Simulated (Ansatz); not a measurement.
Planning a run of Ansatz 0.2.0 on Cs2InAgCl6 (Fm-3m). The input:

```yaml
crystal:
  lattice:
    - [0.0, 5.2345, 5.2345]
    - [5.2345, 0.0, 5.2345]
    - [5.2345, 5.2345, 0.0]
  atoms:
    - { symbol: Cs, position: [0.25, 0.25, 0.25] }
    - { symbol: Cs, position: [0.75, 0.75, 0.75] }
    - { symbol: In, position: [0.0, 0.0, 0.0] }
    - { symbol: Ag, position: [0.5, 0.5, 0.5] }
    - { symbol: Cl, position: [0.76021, 0.23979, 0.23979] }
    - { symbol: Cl, position: [0.23979, 0.76021, 0.23979] }
    - { symbol: Cl, position: [0.23979, 0.76021, 0.76021] }
    - { symbol: Cl, position: [0.76021, 0.23979, 0.76021] }
    - { symbol: Cl, position: [0.23979, 0.23979, 0.76021] }
    - { symbol: Cl, position: [0.76021, 0.76021, 0.23979] }
kpoints:
  mp_grid: { grid: [4, 4, 4] }
  band_path:
    path:
      - [0.0, 0.0, 0.0]
      - [0.5, 0.0, 0.5]
      - [0.625, 0.25, 0.625]
      - [0.375, 0.375, 0.75]
      - [0.5, 0.5, 0.5]
      - [0.5, 0.25, 0.75]
    npoints: 1
hamiltonian:
  xc: hse06
scf:
  occupations: { method: fermi_dirac, width: 0.02 }
  n_extra_bands: 14
magnetization:
  noncollinear: true
  spin_orbit: true
output:
  eigenvalues: true
```

```sh
ansatz run input.yaml --threads 16 --pin off --max-ram 82944MiB --backend cuda --events-out ev --progress --plain --runs-dir out --devices 1 --max-vram 78GiB
```

How long will it take on 1 × NVIDIA GB200 (shared by 2 runs) with 16 threads of Arm Neoverse V2, shared host, and how much memory?

It took 62 s; on shared hardware allow 31 s to 2.1 min. Peak host memory was 4.3 GiB. The sizes that set the cost: 5601 plane waves a state, 8 irreducible k points and 17 SCF cycles.

Exact exchange couples every pair of k points and filled bands, so it costs far more than a semilocal run.

[Paths, hosts, dates, memory and timing lines, banners, echoed tables and standing remarks are left out of the program output.]

[Logs are printed without paths, hosts, clocks, repeated set-up lines and the standing remarks that a program may print on its own settings, such as how far it seeks lower states.]

[Runs of the session that timed out or met a known fault of the program may be left out.]

[Cells called generated may have been cut or substituted from an entry of the Crystallography Open Database or the Materials Project.]

[Hosts, paths, dates, database ids (printed as entryN), source tags and the programs' standing remarks are cut or masked in the printed files.]
